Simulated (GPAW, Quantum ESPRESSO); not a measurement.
Consider CdH2O2 (P-3m1).

```cif
data_structure
_symmetry_space_group_name_H-M 'P 1'
_symmetry_Int_Tables_number 1
_cell_length_a 3.5155
_cell_length_b 3.5155
_cell_length_c 4.6430
_cell_angle_alpha 90.000
_cell_angle_beta 90.000
_cell_angle_gamma 120.000
_cell_volume 49.69
loop_
_atom_site_label
_atom_site_type_symbol
_atom_site_fract_x
_atom_site_fract_y
_atom_site_fract_z
_atom_site_occupancy
Cd1 Cd 0.00000 0.00000 0.00000 1
O2 O 0.33333 0.66667 0.24063 1
O3 O 0.66667 0.33333 0.75937 1
H4 H 0.33333 0.66667 0.44904 1
H5 H 0.66667 0.33333 0.55096 1
```

Absorber: atom 2, with 1 H at 0.97 Å and 3 Cd at 2.32 Å (distorted tetrahedral, site symmetry 3m). Method: Quantum ESPRESSO XSpectra, LDA, full core hole (charged cell), 15-atom cell with 5.8 Å between holes, 5×5×5 k points, dipole transitions, Lorentzian half width 0.3 eV up to 4 eV, rising linearly to 2.5 eV at 25 eV (counted from xe0, 0.7 eV below the zero used here).

Q: Predict the near-edge structure at the O K edge.

Main maxima up to 24 eV above the zero (height): 4.5 eV (2.56) and 21.6 eV (0.95). A K edge sees empty p states on the absorber. The total-energy difference plus the lowest empty eigenvalue puts the zero at 533.79 eV. One term is added: -8.83 eV, since the hole is spin-paired here and a spin-polarised one costs that much less in the free atom (computed apart). The photon energy is then 524.96 eV. The functional and the charged cell's background leave an error in such absolute values: in the free atom LDA prices this hole 4.1 eV below PBE (computed apart), and PBE is itself good to a few eV.

The O K spectrum (energy from the lowest empty level; intensity scaled to a mean of 1 over the first 20 eV; the points at xe0, where the cut of filled states can leave a spike, are interpolated; polarised curves are means over the symmetry-equivalent atoms):

```csv
E (eV),isotropic,ε ⊥ c,ε ∥ c
-2.0,0.03,0.02,0.04
-1.0,0.04,0.03,0.06
0.0,0.07,0.05,0.10
1.0,0.15,0.12,0.21
2.0,0.39,0.33,0.51
3.0,0.99,0.82,1.33
4.0,2.15,1.73,2.99
5.0,2.27,1.58,3.65
6.0,1.84,1.15,3.22
7.0,1.70,1.28,2.54
8.0,1.32,1.00,1.96
9.0,1.07,0.75,1.72
10.0,1.01,0.75,1.54
11.0,0.88,0.77,1.11
12.0,0.74,0.72,0.79
13.0,0.67,0.69,0.64
14.0,0.62,0.64,0.60
15.0,0.60,0.58,0.64
16.0,0.64,0.59,0.75
17.0,0.71,0.64,0.86
18.0,0.79,0.69,0.97
19.0,0.85,0.74,1.07
20.0,0.91,0.80,1.13
21.0,0.94,0.87,1.10
22.0,0.95,0.92,1.00
23.0,0.91,0.93,0.87
24.0,0.85,0.90,0.77
25.0,0.80,0.84,0.73
26.0,0.76,0.78,0.72
27.0,0.72,0.72,0.73
28.0,0.69,0.68,0.71
29.0,0.67,0.66,0.70
30.0,0.67,0.66,0.69
31.0,0.67,0.66,0.70
32.0,0.67,0.66,0.71
```

The holes are only 5.8 Å apart, so the shape is probably not converged with cell size; no larger cell was run here. The structure is a computed Materials Project entry and may be a hypothetical form.

[Banner, clock and machine lines of the logs are left out without a mark of their own.]

[Logs are printed without paths, hosts, clocks, repeated set-up lines and the standing remarks that a program may print on its own settings, such as how far it seeks lower states.]

[Hosts, paths, dates, database ids (printed as entryN), source tags and the programs' standing remarks are cut or masked in the printed files.]

[Lists of maxima count a maximum above −3 eV only where it reaches 4 % of the highest in the window and stands out from its surroundings by 2 % of it (1.5 % where it reaches 55 %); shoulders and weaker maxima are passed over, and of the rest the first, up to two pre-edge ones and the few strongest are named.]
